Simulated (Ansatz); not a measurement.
# SnO2 (Cassiterite): spin-orbit coupling beyond the local functionals

Wanted: gaps of SnO2 (Cassiterite) with and without spin-orbit coupling, with cost.

Method: density functionals with and without spin-orbit coupling, plane waves, PAW, in Ansatz 0.2.0.

**The experiments to reproduce.**

- Gap 3.6 eV: experimental gap quoted from earlier work; bulk crystal (quoted in “Study on the Photocatalytic Properties of Flower-Shaped SnO2”, 2022, pmc:9565917).

This is a report of a sequence of runs, with most program output left out.

## (1) Starting point

The structure is tetragonal, space group P4_2/mnm (No. 136). The conventional cell has a = 4.738 Å, b = 4.738 Å, c = 3.187 Å, α = 90.00°, β = 90.00°, γ = 90.00°. Nearest to Sn lie 6 O at 2.05 to 2.06 Å. Nearest to O lie 3 Sn at 2.05 to 2.06 Å. Farther neighbours and most contacts between anions are not listed.

The cell and positions come from the Crystallography Open Database and are kept as given unless a step says otherwise. The default PAW set here is soft_2. Its files were made with PBE.

## (2) HSE06, 4×4×4 mesh

This step: DFT, HSE06, plane waves, PAW.

input.yaml

```yaml
crystal:
  lattice:
    - [4.738, 0.0, 0.0]
    - [0.0, 4.738, 0.0]
    - [0.0, 0.0, 3.1865]
  atoms:
    - { symbol: Sn, position: [0.0, 0.0, 0.0] }
    - { symbol: Sn, position: [0.5, 0.5, 0.5] }
    - { symbol: O, position: [0.3071, 0.3071, 0.0] }
    - { symbol: O, position: [0.1929, 0.8071, 0.5] }
    - { symbol: O, position: [0.6929, 0.6929, 0.0] }
    - { symbol: O, position: [0.8071, 0.1929, 0.5] }
kpoints:
  mp_grid: { grid: [4, 4, 4] }
  band_path:
    path:
      - [0.0, 0.0, 0.0]
      - [0.0, 0.5, 0.0]
      - [0.5, 0.5, 0.0]
      - [0.0, 0.0, 0.5]
      - [0.0, 0.5, 0.5]
      - [0.5, 0.5, 0.5]
    npoints: 1
hamiltonian:
  xc: hse06
scf:
  occupations: { method: fixed }
  n_extra_bands: 6
output:
  eigenvalues: true
```

Command:

```bash
ansatz run input.yaml --threads 3 --pin off --max-ram 92160MiB --backend cuda --events-out ev --progress --plain --runs-dir out --devices 1 --max-vram 13GiB
```

It took 26 s on 1 × NVIDIA H100 80GB HBM3 (shared by 6 runs) with 3 threads of AMD EPYC 7R13 (Zen 3), shared host; peak memory 1.3 GiB.

This step gave:

```yaml
gap: 3.041 eV
valence_top_at: Γ
conduction_bottom_at: Γ
least_direct_gap: 3.041 eV
exact_exchange_fraction: 0.25
```

The gap is direct, at Γ.

## (3) HSE06+SOC, 4×4×4 mesh

The many-body steps leave out spin-orbit coupling, so its effect is taken from a two-component run, with twice the bands.

This step: DFT, HSE06 with spin-orbit coupling, plane waves, PAW.

input.yaml: that of step 2 with these lines changed.

```diff
@@ -27,4 +27,11 @@
   occupations: { method: fixed }
-  n_extra_bands: 6
+  n_extra_bands: 12
+magnetization:
+  noncollinear: true
+  spin_orbit: true
 output:
   eigenvalues: true
+  write_density: true
+  write_potential: true
+  elf: true
+  volumetric_format: npy
```

Run time: 61 s. Hardware: 1 × NVIDIA H100 80GB HBM3 (shared by 6 runs) with 3 threads; peak memory 1.9 GiB; 1.7 min of CPU time.

This step gave:

```yaml
gap: 3.045 eV
valence_top_at: Γ
conduction_bottom_at: Γ
least_direct_gap: 3.045 eV
exact_exchange_fraction: 0.25
```

The gap is that of HSE06.

## (4) Together

Times are wall times on 1 × NVIDIA H100 80GB HBM3 (shared by 6 runs) with 3 threads of AMD EPYC 7R13 (Zen 3), shared host, good to a factor of about two.

| level | gap (eV) | with coupling (eV) | change (eV) | time | with coupling |
| --- | --- | --- | --- | --- | --- |
| HSE06 | 3.04 | 3.05 | +0.004 | 26 s | 61 s |

## (5) What came out

| Quantity | Value |
| --- | --- |
| HSE06 | 3.04 eV |
| HSE06+SOC | 3.05 eV |

**Reading.** Spin-orbit coupling changes the gap by +0.004 eV and the least direct gap by +0.004 eV. Against experiment, by HSE06+SOC: the gap of 3.05 eV lies −0.55 eV from the measured 3.6 eV (kind not stated, quoted 2022). The lattice is static and excitons are left out.

[Paths, hosts, dates, memory and timing lines, banners, echoed tables and standing remarks are left out of the program output.]

[Logs are printed without paths, hosts, clocks, repeated set-up lines and the standing remarks that a program may print on its own settings, such as how far it seeks lower states.]

[Runs of the session that timed out or met a known fault of the program may be left out.]

[Cells called generated may have been cut or substituted from an entry of the Crystallography Open Database or the Materials Project.]

[Hosts, paths, dates, database ids (printed as entryN), source tags and the programs' standing remarks are cut or masked in the printed files.]
